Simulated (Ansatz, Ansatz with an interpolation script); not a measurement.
Planning a run of Ansatz 0.2.0 on PbF2 (Pnma). The input:

```yaml
crystal:
  lattice:
    - [6.42689, 0.0, 0.0]
    - [0.0, 3.89098, 0.0]
    - [0.0, 0.0, 7.63574]
  atoms:
    - { symbol: Pb, position: [0.756, 0.75, 0.103] }
    - { symbol: Pb, position: [0.244, 0.25, 0.897] }
    - { symbol: Pb, position: [0.744, 0.25, 0.603] }
    - { symbol: Pb, position: [0.256, 0.75, 0.397] }
    - { symbol: F, position: [0.142, 0.75, 0.085] }
    - { symbol: F, position: [0.858, 0.25, 0.915] }
    - { symbol: F, position: [0.358, 0.25, 0.585] }
    - { symbol: F, position: [0.642, 0.75, 0.415] }
    - { symbol: F, position: [0.551, 0.75, 0.814] }
    - { symbol: F, position: [0.449, 0.25, 0.186] }
    - { symbol: F, position: [0.949, 0.25, 0.314] }
    - { symbol: F, position: [0.051, 0.75, 0.686] }
kpoints:
  mp_grid: { grid: [4, 4, 2] }
hamiltonian:
  xc: lda
scf:
  occupations: { method: fixed }
  n_extra_bands: 101
output:
  wannier:
    kmesh: [8, 8, 4]
    projections: [{ species: F, l: p, shell: 2 }, { species: Pb, l: p, shell: 6 }]
    minimise: true
    write_hr: true
    seedname: w
    conv_tol: 1.0e-06
    max_iter: 20000
    stability_check: false
    disentanglement:
      window: [1.45, 15.51]
      frozen_window: [1.45, 12.51]
      conv_tol: 1.0e-08
```

The database entry behind the starting cell differs from later determinations by our own check (about 0.2 % short), so it need not match the best structure at ambient conditions.

```sh
ansatz run input.yaml --threads 16 --pin off --max-ram 64512MiB --backend cuda --events-out ev --progress --plain --runs-dir out --devices 1 --max-vram 78GiB
```

**Question.** How long will it take on 1 × NVIDIA GB200 (shared by 2 runs) with 16 threads of Arm Neoverse V2, shared host, and how much memory?

It took 39 s; on shared hardware allow 20 s to 78 s. Peak host memory was 1.7 GiB.

[Paths, hosts, dates, memory and timing lines, banners, echoed tables and standing remarks are left out of the program output.]

[Logs are printed without paths, hosts, clocks, repeated set-up lines and the standing remarks that a program may print on its own settings, such as how far it seeks lower states.]

[Runs of the session that timed out or met a known fault of the program may be left out.]

[Hosts, paths, dates, database ids (printed as entryN), source tags and the programs' standing remarks are cut or masked in the printed files.]
